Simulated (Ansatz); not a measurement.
**A hypothetical structure for Ba6Mo**

This structure for Ba6Mo is made up. Its elements were placed in a known structure type with a cell scaled to their sizes. What cell does the guess relax to, and how far off was it?

Calculated with Ansatz 0.2.0; DFT, PBE, plane-wave PAW, files of the set soft_1, scalar-relativistic, no spin, cell and ions relaxed at zero pressure; PAW set soft_1, in the first sound run; inputs show where later runs differ.

### 1. Starting point

Symmetry: Fm-3m, No. 225, cubic system. Conventional cell: a = 11.359 Å, b = 11.359 Å, c = 11.359 Å, α = 90.00°, β = 90.00°, γ = 90.00°. Nearest to Ba lie 2 Mo at 4.02 Å and 8 Ba at 4.02 Å. Nearest to Mo lie 12 Ba at 4.02 Å. Farther neighbours are not listed.

### 2. Relaxing cell and atoms

The guess takes its coordinates from another compound and its volume from a rule, so the cell and any free coordinates are relaxed together.

Contents of input.yaml:

```yaml
crystal:
  lattice:
    - [0.0, 5.6795, 5.6795]
    - [5.6795, 0.0, 5.6795]
    - [5.6795, 5.6795, 0.0]
  atoms:
    - { symbol: Ba, position: [0.5, 0.0, 0.0] }
    - { symbol: Ba, position: [0.0, 0.5, 0.5] }
    - { symbol: Ba, position: [0.0, 0.5, 0.0] }
    - { symbol: Ba, position: [0.0, 0.0, 0.5] }
    - { symbol: Ba, position: [0.5, 0.0, 0.5] }
    - { symbol: Ba, position: [0.5, 0.5, 0.0] }
    - { symbol: Mo, position: [0.0, 0.0, 0.0] }
kpoints:
  mp_grid: { grid: [4, 4, 4] }
scf:
  occupations: { method: fermi_dirac, width: 0.05 }
hamiltonian:
  xc: pbe
  pseudopotentials: { kind: paw, azcp: { folder: soft_1 } }
relax:
  f_tol: 0.015
  max_steps: 70
  cell: {}
output:
  forces: true
  stress: true
```

The run is started by

```console
> ansatz run input.yaml --threads 4 --pin off --max-ram 10240MiB --backend cpu --events-out ev --progress --plain --runs-dir out
```

Numbers of over 12 decimals in the logs are rounded to 6 here.

Log:

```text
Engine: ansatz 0.2.0, x86_64-unknown-linux-gnu
Pseudopotentials: kind: paw
Pseudopotential: Ba, paw, valence charge 10, recommended cutoff 420 eV (normal), soft_1/Ba.paw.azcp
Pseudopotential: Mo, paw, valence charge 14, recommended cutoff 420 eV (normal), soft_1/Mo.paw.azcp
Functional definition: PBE
  parameter kappa = 0.804
  parameter beta = 0.066725
  exchange = pbe_x(kappa = kappa, mu = beta*pi^2/3)
  correlation = pbe_c(beta = beta)
Crystal: 7 atoms, lattice volume = 366.404 Å³
Basis set: ecut = 420 eV, 7239 PW (Γ), exchange–correlation on 108×108×108 points (8 copies of the dense FFT grid, shifted against one another)
Bands: 45, of which v1, the nominal top of the filled ones, is band 37 counted from 1 (36 counted from 0)
Symmetry: 48 space group operations
Space group: Fm-3m (ITA 225), of the structure as read, at distance tolerance 7.2e-5 Å
k-points: 8 of 64
Non-local potential: Ba, projectors of the file, l = 0: 3, l = 1: 2, l = 2: 2, l = 3: 2
Non-local potential: Mo, projectors of the file, l = 0: 3, l = 1: 2, l = 2: 2, l = 3: 1
PAW form: soft (Blöchl's): semilocal exchange-correlation on the pseudo side does not see the compensation charge
PAW one-centre angular grid: Ba, 194 points (default); XC on 64 Gauss nodes
PAW one-centre angular grid: Mo, 590 points (default); XC on 64 Gauss nodes
Initial density: superposition of atomic densities (chi_scale 0.1, normalization cell, long waves kept (reshape's long-wave potential 0.01 eV rms))
Initial wavefunctions: pseudopotential atomic-orbital guess
Functional: x = pbe(κ = 0.804, μ = 0.219515), c = pbe(β = 0.066725)
SCF iter   1: F=—  HF=-40676.117856 eV  |F-HF|=—  |Δ(HF+E_count)|=         —  Δρ=9.93e-2  dr2=1.59e2  ethr=3.10e-3  ⟨swp⟩=13.0  Hψ=1964  notcnv=0
preconditioner: auto → Kerker (q_TF=auto, 2.090 Å⁻¹)  [metal: Δε(μ)=0.020 eV  Ē_g=1.492 eV  σ=0.050 eV  W_gap=0.10  n_scr=58 (ndim 8)  ℏωp=8.2 eV  f_vac=0.000  D(μ)=12.36/eV (n_scr^D=88)]
SCF iter   2: F=—  HF=-40650.609190 eV  |F-HF|=—  |Δ(HF+E_count)|=    2.55e1  Δρ=6.17e-2  dr2=4.53e1  ethr=3.10e-3  ⟨swp⟩=8.8  Hψ=2195  notcnv=0
preconditioner: auto → Resta (q_TF=auto, 2.090 Å⁻¹)  ε∞=3.0  [insulator: Δε(μ)=0.126 eV  Ē_g=10.061 eV  σ=0.050 eV  W_gap=0.56  n_scr=58 (ndim 8)  ℏωp=14.2 eV  f_vac=0.000  D(μ)=8.27/eV (n_scr^D=58)  ε∞_Penn≈3.0]
SCF iter   3: F=—  HF=-40651.913938 eV  |F-HF|=—  |Δ(HF+E_count)|=    1.30e0  Δρ=6.41e-2  dr2=6.17e1  ethr=3.10e-3  ⟨swp⟩=6.9  Hψ=1674  notcnv=0
SCF iter   4: F=—  HF=-40649.774216 eV  |F-HF|=—  |Δ(HF+E_count)|=    2.14e0  Δρ=4.32e-2  dr2=2.62e1  ethr=3.10e-3  ⟨swp⟩=4.9  Hψ=1344  notcnv=0
SCF iter   5: F=—  HF=-40649.352287 eV  |F-HF|=—  |Δ(HF+E_count)|=   4.22e-1  Δρ=3.65e-2  dr2=1.86e1  ethr=3.10e-3  ⟨swp⟩=1.2  Hψ=378  notcnv=0
SCF iter   6: F=—  HF=-40648.745362 eV  |F-HF|=—  |Δ(HF+E_count)|=   6.07e-1  Δρ=5.11e-3  dr2=4.67e-1  ethr=3.10e-3  ⟨swp⟩=2.5  Hψ=460  notcnv=0
SCF iter   7: F=—  HF=-40648.854396 eV  |F-HF|=—  |Δ(HF+E_count)|=   1.09e-1  Δρ=1.68e-2  dr2=4.36e0  ethr=6.31e-4  ⟨swp⟩=5.5  Hψ=720  notcnv=0  defer=2  recentre
SCF iter   8: F=—  HF=-40648.745176 eV  |F-HF|=—  |Δ(HF+E_count)|=   1.09e-1  Δρ=1.77e-3  dr2=5.72e-2  ethr=6.31e-4  ⟨swp⟩=3.0  Hψ=472  notcnv=0
SCF iter   9: F=—  HF=-40648.746476 eV  |F-HF|=—  |Δ(HF+E_count)|=   1.30e-3  Δρ=2.29e-3  dr2=7.15e-2  ethr=7.73e-5  ⟨swp⟩=2.1  Hψ=413  notcnv=0
SCF iter  10: F=—  HF=-40648.744687 eV  |F-HF|=—  |Δ(HF+E_count)|=   1.79e-3  Δρ=6.47e-4  dr2=5.42e-3  ethr=7.73e-5  ⟨swp⟩=1.1  Hψ=369  notcnv=0
SCF iter  11: F=—  HF=-40648.744658 eV  |F-HF|=—  |Δ(HF+E_count)|=   2.90e-5  Δρ=6.47e-5  dr2=1.73e-5  ethr=7.32e-6  ⟨swp⟩=1.5  Hψ=372  notcnv=0
SCF iter  12: F=—  HF=-40648.744631 eV  |F-HF|=—  |Δ(HF+E_count)|=   2.77e-5  Δρ=1.53e-5  dr2=5.32e-6  ethr=2.33e-8  ⟨swp⟩=4.1  Hψ=582  notcnv=0  defer=1
SCF iter  13: F=—  HF=-40648.744630 eV  |F-HF|=—  |Δ(HF+E_count)|=   2.10e-7  Δρ=2.88e-5  dr2=1.99e-5  ethr=7.19e-9  ⟨swp⟩=1.8  Hψ=383  notcnv=0  recentre
SCF iter  14: F=—  HF=-40648.744630 eV  |F-HF|=—  |Δ(HF+E_count)|=   7.95e-7  Δρ=6.51e-6  dr2=8.42e-7  ethr=7.19e-9  ⟨swp⟩=1.6  Hψ=366  notcnv=0
SCF iter  15: F=—  HF=-40648.744630 eV  |F-HF|=—  |Δ(HF+E_count)|=   6.57e-8  Δρ=3.30e-6  dr2=1.77e-7  ethr=1.14e-9  ⟨swp⟩=2.0  Hψ=406  notcnv=0
SCF iter  16: F=-40648.744630 eV  HF=-40648.744630 eV  |F-HF|=3.61e-8  |Δ(HF+E_count)|=   1.09e-9  Δρ=1.60e-6  dr2=3.88e-8  ethr=1.35e-10  ⟨swp⟩=4.8  Hψ=1100  notcnv=0
SCF 1 converged in 16 iterations: F = -40648.744630 eV  dr2 = 3.88e-8
  greatest PAW one-centre occupation: 0.999 electrons in one spin orbital (limit 2), on the Mo atom at site 6 (counted from 0), in its partial waves of l = 0
relax step   1: F+E_penalty+E_count = -40648.74462959 eV  Δ(F+E_penalty+E_count) = +0.000e0 eV  max|allowed force component| = 1.026e-29 eV/Å  Δτ_max = 0.0000 Å  P = -0.725 GPa  Ω = 366.404 Å³  (16 SCF iters, dr2 threshold 1.00e-7 eV, accepted)
Crystal: 7 atoms, lattice volume = 357.141 Å³
Basis set: ecut = 420 eV, 6879 PW (Γ), exchange–correlation on 108×108×108 points (8 copies of the dense FFT grid, shifted against one another)
Initial density: handed on by an earlier stage of this run
Initial wavefunctions: those handed on with the density
iter 1 solved again at ethr=1.97e-3 eV; its pass at ethr=3.10e-3 eV (dr2=1.46e0 eV) is discarded
SCF iter   1: F=—  HF=-40648.819415 eV  |F-HF|=—  |Δ(HF+E_count)|=         —  Δρ=9.96e-3  dr2=1.44e0  ethr=1.97e-3  ⟨swp⟩=1.0  Hψ=1664  notcnv=0
preconditioner: auto → Kerker (q_TF=auto, 2.099 Å⁻¹)  [metal: Δε(μ)=0.010 eV  Ē_g=1.310 eV  σ=0.050 eV  W_gap=0.05  n_scr=58 (ndim 8)  ℏωp=8.3 eV  f_vac=0.000  D(μ)=19.95/eV (n_scr^D=180)]
SCF iter   2: F=—  HF=-40648.783060 eV  |F-HF|=—  |Δ(HF+E_count)|=   3.64e-2  Δρ=3.05e-3  dr2=1.14e-1  ethr=1.95e-3  ⟨swp⟩=1.0  Hψ=360  notcnv=0
SCF iter   3: F=—  HF=-40648.780117 eV  |F-HF|=—  |Δ(HF+E_count)|=   2.94e-3  Δρ=5.86e-4  dr2=2.06e-3  ethr=1.54e-4  ⟨swp⟩=1.2  Hψ=362  notcnv=0
SCF iter   4: F=—  HF=-40648.780673 eV  |F-HF|=—  |Δ(HF+E_count)|=   5.57e-4  Δρ=7.74e-5  dr2=6.67e-5  ethr=2.79e-6  ⟨swp⟩=2.5  Hψ=447  notcnv=0
SCF iter   5: F=—  HF=-40648.780595 eV  |F-HF|=—  |Δ(HF+E_count)|=   7.79e-5  Δρ=4.39e-5  dr2=2.13e-5  ethr=9.01e-8  ⟨swp⟩=1.9  Hψ=402  notcnv=0
SCF iter   6: F=—  HF=-40648.780595 eV  |F-HF|=—  |Δ(HF+E_count)|=   2.84e-7  Δρ=8.19e-6  dr2=7.26e-7  ethr=2.88e-8  ⟨swp⟩=1.2  Hψ=363  notcnv=0
SCF iter   7: F=-40648.780595 eV  HF=-40648.780595 eV  |F-HF|=5.94e-9  |Δ(HF+E_count)|=   6.37e-8  Δρ=2.14e-6  dr2=4.29e-8  ethr=9.46e-10  ⟨swp⟩=4.6  Hψ=1108  notcnv=0
SCF 2 converged in 7 iterations: F = -40648.780595 eV  dr2 = 4.29e-8
relax step   2: F+E_penalty+E_count = -40648.78059522 eV  Δ(F+E_penalty+E_count) = -3.597e-2 eV  max|allowed force component| = 4.808e-30 eV/Å  Δτ_max = 0.0000 Å  P = -0.500 GPa  Ω = 357.141 Å³  energy of the carried Pulay correction = +4.204e-4 eV  (7 SCF iters, dr2 threshold 7.00e-7 eV, accepted)
Crystal: 7 atoms, lattice volume = 338.104 Å³
Basis set: ecut = 420 eV, 6615 PW (Γ), exchange–correlation on 108×108×108 points (8 copies of the dense FFT grid, shifted against one another)
SCF iter   1: F=—  HF=-40648.969109 eV  |F-HF|=—  |Δ(HF+E_count)|=         —  Δρ=1.98e-2  dr2=5.37e0  ethr=3.10e-3  ⟨swp⟩=8.4  Hψ=1362  notcnv=0
preconditioner: auto → Kerker (q_TF=auto, 2.118 Å⁻¹)  [metal: Δε(μ)=0.017 eV  Ē_g=10.007 eV  σ=0.050 eV  W_gap=0.09  n_scr=58 (ndim 8)  ℏωp=14.8 eV  f_vac=0.000  D(μ)=18.19/eV (n_scr^D=168)]
SCF iter   2: F=—  HF=-40648.815778 eV  |F-HF|=—  |Δ(HF+E_count)|=   1.53e-1  Δρ=5.54e-3  dr2=3.45e-1  ethr=3.10e-3  ⟨swp⟩=1.0  Hψ=424  notcnv=0
SCF iter   3: F=—  HF=-40648.807730 eV  |F-HF|=—  |Δ(HF+E_count)|=   8.05e-3  Δρ=9.90e-4  dr2=7.12e-3  ethr=4.66e-4  ⟨swp⟩=2.0  Hψ=386  notcnv=0
SCF iter   4: F=—  HF=-40648.808991 eV  |F-HF|=—  |Δ(HF+E_count)|=   1.26e-3  Δρ=5.87e-4  dr2=4.00e-3  ethr=9.62e-6  ⟨swp⟩=2.1  Hψ=436  notcnv=0
SCF iter   5: F=—  HF=-40648.808909 eV  |F-HF|=—  |Δ(HF+E_count)|=   8.23e-5  Δρ=9.73e-5  dr2=1.31e-4  ethr=5.41e-6  ⟨swp⟩=1.8  Hψ=370  notcnv=0
SCF iter   6: F=—  HF=-40648.808843 eV  |F-HF|=—  |Δ(HF+E_count)|=   6.60e-5  Δρ=5.36e-5  dr2=3.25e-5  ethr=1.77e-7  ⟨swp⟩=2.1  Hψ=396  notcnv=0
SCF iter   7: F=—  HF=-40648.808843 eV  |F-HF|=—  |Δ(HF+E_count)|=   5.91e-7  Δρ=1.28e-5  dr2=2.20e-6  ethr=4.39e-8  ⟨swp⟩=1.0  Hψ=360  notcnv=0
SCF iter   8: F=-40648.808843 eV  HF=-40648.808843 eV  |F-HF|=4.59e-8  |Δ(HF+E_count)|=   8.68e-8  Δρ=2.80e-6  dr2=6.52e-8  ethr=8.45e-10  ⟨swp⟩=4.8  Hψ=1096  notcnv=0
SCF 3 converged in 8 iterations: F = -40648.808843 eV  dr2 = 6.52e-8
relax step   3: F+E_penalty+E_count = -40648.80884263 eV  Δ(F+E_penalty+E_count) = -2.825e-2 eV  max|allowed force component| = 3.486e-29 eV/Å  Δτ_max = 0.0000 Å  P = +0.065 GPa  Ω = 338.104 Å³  energy of the carried Pulay correction = +1.319e-3 eV  (8 SCF iters, dr2 threshold 6.25e-7 eV, accepted)
Crystal: 7 atoms, lattice volume = 340.187 Å³
iter 1 solved again at ethr=9.72e-5 eV; its pass at ethr=3.10e-3 eV (dr2=7.19e-2 eV) is discarded
SCF iter   1: F=—  HF=-40648.811243 eV  |F-HF|=—  |Δ(HF+E_count)|=         —  Δρ=2.36e-3  dr2=7.64e-2  ethr=9.72e-5  ⟨swp⟩=1.0  Hψ=1304  notcnv=0
preconditioner: auto → Kerker (q_TF=auto, 2.116 Å⁻¹)  [metal: Δε(μ)=0.012 eV  Ē_g=10.100 eV  σ=0.050 eV  W_gap=0.06  n_scr=58 (ndim 8)  ℏωp=14.8 eV  f_vac=0.000  D(μ)=17.10/eV (n_scr^D=168)]
SCF iter   2: F=—  HF=-40648.809375 eV  |F-HF|=—  |Δ(HF+E_count)|=   1.87e-3  Δρ=7.80e-4  dr2=7.15e-3  ethr=9.72e-5  ⟨swp⟩=1.0  Hψ=360  notcnv=0
SCF iter   3: F=—  HF=-40648.809192 eV  |F-HF|=—  |Δ(HF+E_count)|=   1.83e-4  Δρ=1.43e-4  dr2=1.14e-4  ethr=9.66e-6  ⟨swp⟩=1.1  Hψ=361  notcnv=0
SCF iter   4: F=—  HF=-40648.809208 eV  |F-HF|=—  |Δ(HF+E_count)|=   1.67e-5  Δρ=1.91e-5  dr2=3.10e-6  ethr=1.54e-7  ⟨swp⟩=2.4  Hψ=442  notcnv=0
SCF iter   5: F=—  HF=-40648.809132 eV  |F-HF|=—  |Δ(HF+E_count)|=   7.58e-5  Δρ=5.27e-6  dr2=1.53e-7  ethr=4.19e-9  ⟨swp⟩=2.1  Hψ=459  notcnv=0
SCF iter   6: F=—  HF=-40648.809132 eV  |F-HF|=—  |Δ(HF+E_count)|=   3.15e-8  Δρ=1.79e-6  dr2=3.40e-8  ethr=1.42e-11  ⟨swp⟩=5.8  Hψ=1408  notcnv=0
SCF iter   7: F=-40648.809132 eV  HF=-40648.809132 eV  |F-HF|=6.40e-10  |Δ(HF+E_count)|=  3.64e-11  Δρ=4.35e-7  dr2=1.91e-9  ethr=1.42e-11  ⟨swp⟩=4.1  Hψ=1056  notcnv=0
SCF 4 converged in 7 iterations: F = -40648.809132 eV  dr2 = 1.91e-9
relax step   4: F+E_penalty+E_count = -40648.80913244 eV  Δ(F+E_penalty+E_count) = -2.898e-4 eV  max|allowed force component| = 5.362e-30 eV/Å  Δτ_max = 0.0000 Å  P = -0.004 GPa  Ω = 340.187 Å³  energy of the carried Pulay correction = +1.218e-3 eV  (7 SCF iters, dr2 threshold 1.05e-8 eV, accepted)
Initial wavefunctions: pseudopotential atomic-orbital guess (no wavefunctions were taken with the density)
iter 1 solved again at ethr=1.48e-5 eV; its pass at ethr=3.10e-3 eV (dr2=1.09e-2 eV) is discarded
SCF iter   1: F=—  HF=-40648.807837 eV  |F-HF|=—  |Δ(HF+E_count)|=         —  Δρ=3.77e-5  dr2=6.87e-7  ethr=1.48e-5  ⟨swp⟩=3.1  Hψ=2476  notcnv=0
eigensolver tolerance schedule: the retry pair's looser diagonalisation over-reported the residual by 15948.58 of it (diagonalisation noise at an unbounded share of the residual, at the tolerance the schedule requests for it); recorded, not acted on — ethr = c·dr2/N_el stays at c = 1.0e-1
preconditioner: auto → Kerker (q_TF=auto, 2.116 Å⁻¹)  [metal: Δε(μ)=0.004 eV  Ē_g=10.101 eV  σ=0.050 eV  W_gap=0.02  n_scr=58 (ndim 8)  ℏωp=14.8 eV  f_vac=0.000  D(μ)=17.71/eV (n_scr^D=168)]
SCF iter   2: F=—  HF=-40648.807804 eV  |F-HF|=—  |Δ(HF+E_count)|=   3.23e-5  Δρ=2.05e-5  dr2=2.93e-7  ethr=9.28e-10  ⟨swp⟩=3.6  Hψ=968  notcnv=0
SCF iter   3: F=—  HF=-40648.807805 eV  |F-HF|=—  |Δ(HF+E_count)|=   7.13e-7  Δρ=7.44e-6  dr2=3.47e-8  ethr=3.96e-10  ⟨swp⟩=2.6  Hψ=662  notcnv=0
SCF iter   4: F=—  HF=-40648.807805 eV  |F-HF|=—  |Δ(HF+E_count)|=   1.22e-7  Δρ=4.61e-7  dr2=1.19e-9  ethr=4.70e-11  ⟨swp⟩=2.0  Hψ=666  notcnv=0
SCF iter   5: F=—  HF=-40648.807805 eV  |F-HF|=—  |Δ(HF+E_count)|=  2.18e-10  Δρ=1.99e-7  dr2=4.47e-10  ethr=1.61e-12  ⟨swp⟩=2.6  Hψ=581  notcnv=0
SCF iter   6: F=—  HF=-40648.807805 eV  |F-HF|=—  |Δ(HF+E_count)|=  7.28e-12  Δρ=9.38e-8  dr2=7.66e-11  ethr=1.00e-12  ⟨swp⟩=1.0  Hψ=360  notcnv=0
SCF iter   7: F=-40648.807805 eV  HF=-40648.807805 eV  |F-HF|=0.00e0  |Δ(HF+E_count)|=  2.18e-11  Δρ=2.37e-8  dr2=2.72e-12  ethr=1.00e-12  ⟨swp⟩=4.0  Hψ=1028  notcnv=0
SCF 5 converged in 7 iterations: F = -40648.807805 eV  dr2 = 2.72e-12
relax step   5: F+E_penalty+E_count = -40648.80780506 eV  Δ(F+E_penalty+E_count) = +1.327e-3 eV  max|allowed force component| = 8.753e-30 eV/Å  Δτ_max = 0.0000 Å  P = -0.003 GPa  Ω = 340.187 Å³  stress off target by 3.16e-3 GPa  SCF on the basis re-selected at this cell (its energy is not comparable with the rows above)  (7 SCF iters)
basis re-selected at this cell: Δ(F+E_penalty+E_count) = +1.327e-3 eV, ΔP = +0.001 GPa vs the last step (what re-selecting the basis moved, of the pressure what is left beyond the Pulay correction that the steps carried, after the strain that the cell walked since its last selection, with what the two solves' SCF thresholds leave and, on support functions, any second-order correction that the steps lacked; it is no m [...]
SCF converged after 7 iterations
Free energy (F): -40648.807805 eV
Harris-Foulkes:  -40648.807805 eV  (|F-HF|=0.00e0)
Internal energy: -40648.668087 eV  (E = F + TS)
E sigma→0 (E₀):  -40648.737946 eV
Entropy (-TS):   -0.139718 eV (-19.960 meV/atom)
Fermi energy:    7.542422 eV
--- Per-component energies (eV) ---
  E_band       = -620.356127
  E_kinetic    = 1368.304388
  E_local      = -3987.718624  (includes V_loc(G=0)·N_el)
  E_nonlocal   = 715.050807
  E_hartree    = 1335.643455
  E_xc         = -1352.900173
  E_vxc        = -972.597040  (∫ρ·V_xc dr)
  E_paw        = -34386.838755  (= ΣΔE_a)
  E_vpaw       = -414.682683  (= ΣTr[D̂ρ^β])
  E_aug_tail   = 0.000035  (compensation charges beyond the density's cutoff)
  E_ewald      = -4340.209220
  E_smearing   = -0.139718  (= −TS)
  E_closure    = 0.000000  (closes the sum)
  Σ components = -40648.807805   (vs F -40648.807805, Δ=0.00e0)
--- Forces (eV/Å), atoms counted from 1 ---
  atom   1  Ba     0.00000000    -0.00000000    -0.00000000
  atom   2  Ba    -0.00000000    -0.00000000    -0.00000000
  atom   3  Ba     0.00000000    -0.00000000     0.00000000
  atom   4  Ba     0.00000000    -0.00000000     0.00000000
  atom   5  Ba     0.00000000    -0.00000000     0.00000000
  atom   6  Ba     0.00000000    -0.00000000    -0.00000000
  atom   7  Mo     0.00000000    -0.00000000     0.00000000
  max |Σ_I F_I| component: 3.44e-29 eV/Å
--- Stress (GPa, compression-positive) ---
       -0.003161      -0.000000      -0.000000
       -0.000000      -0.003161      -0.000000
       -0.000000      -0.000000      -0.003161
  P = ⅓ Tr σ = -0.0032 GPa (-0.032 kbar)
--- Relaxed structure (4 steps of the walk, 4 accepted, 1 SCFs on fresh bases) ---
  F+E_penalty+E_count = -40648.80780506 eV   max|allowed force component| = 8.753e-30 eV/Å   (the final SCF, on the basis selected at the relaxed cell)
  cell:  # Å, volume = 340.1872 Å³
    - [0, 5.540675, 5.540675]
    - [5.540675, 0, 5.540675]
    - [5.540675, 5.540675, 0]
  atoms:
    - { symbol: Ba, position: [0.5, 0.0, 0.0] }
    - { symbol: Ba, position: [0.0, 0.5, 0.5] }
    - { symbol: Ba, position: [0.0, 0.5, 0.0] }
    - { symbol: Ba, position: [0, 0, 0.5] }
    - { symbol: Ba, position: [0.5, 0.0, 0.5] }
    - { symbol: Ba, position: [0.5, 0.5, 0.0] }
    - { symbol: Mo, position: [0, 0, 0] }
```

The job ended after 12 s (4 threads of AMD EPYC 7B13 (Zen 3), shared host; peak memory 0.95 GiB).

Relaxation path:

```csv
step,energy less that of the first step (eV),largest force component (eV/Å),pressure (GPa),volume (Å³)
1,0.0000,0.0000,-0.72,366.40
2,-0.0360,0.0000,-0.50,357.14
3,-0.0642,0.0000,0.06,338.10
4,-0.0645,0.0000,0.00,340.19
5*,-0.0632,0.0000,0.00,340.19
```

Relaxation steps marked * repeat the geometry before them on a plane-wave basis chosen anew for their cell, so energy and pressure can jump there.

Forces are held to the 48 operations that the run works with; a distortion that breaks them can't arise in this run.

```csv
"conventional cell, symmetrised",before,after,change
a (Å),11.359,11.081,-2.4 %
b (Å),11.359,11.081,-2.4 %
c (Å),11.359,11.081,-2.4 %
volume (Å³/atom),52.34,48.60,-7.2 %
```

Numbers from this step:

| Quantity | Value |
| --- | --- |
| free energy | -40648.8078 eV |
| energy at zero smearing | -40648.7379 eV |
| smearing term TS | 0.1397 eV |
| Fermi energy | 7.542 eV |
| electrons | 74 |
| symmetry operations | 48 |
| pressure | -0.003161 GPa |

The shortest distance of each pair, which need not be the same contact before and after:

```csv
pair,guess (Å),relaxed (Å)
Ba–Ba,4.016,3.918
Ba–Mo,4.016,3.918
```

The relaxation ends with a pressure of 0.00 GPa.

(Part 1 of 2 ends here.)

[Logs are printed without paths, hosts, clocks, repeated set-up lines and the standing remarks that a program may print on its own settings, such as how far it seeks lower states.]

[Hosts, paths, dates, database ids (printed as entryN), source tags and the programs' standing remarks are cut or masked in the printed files.]
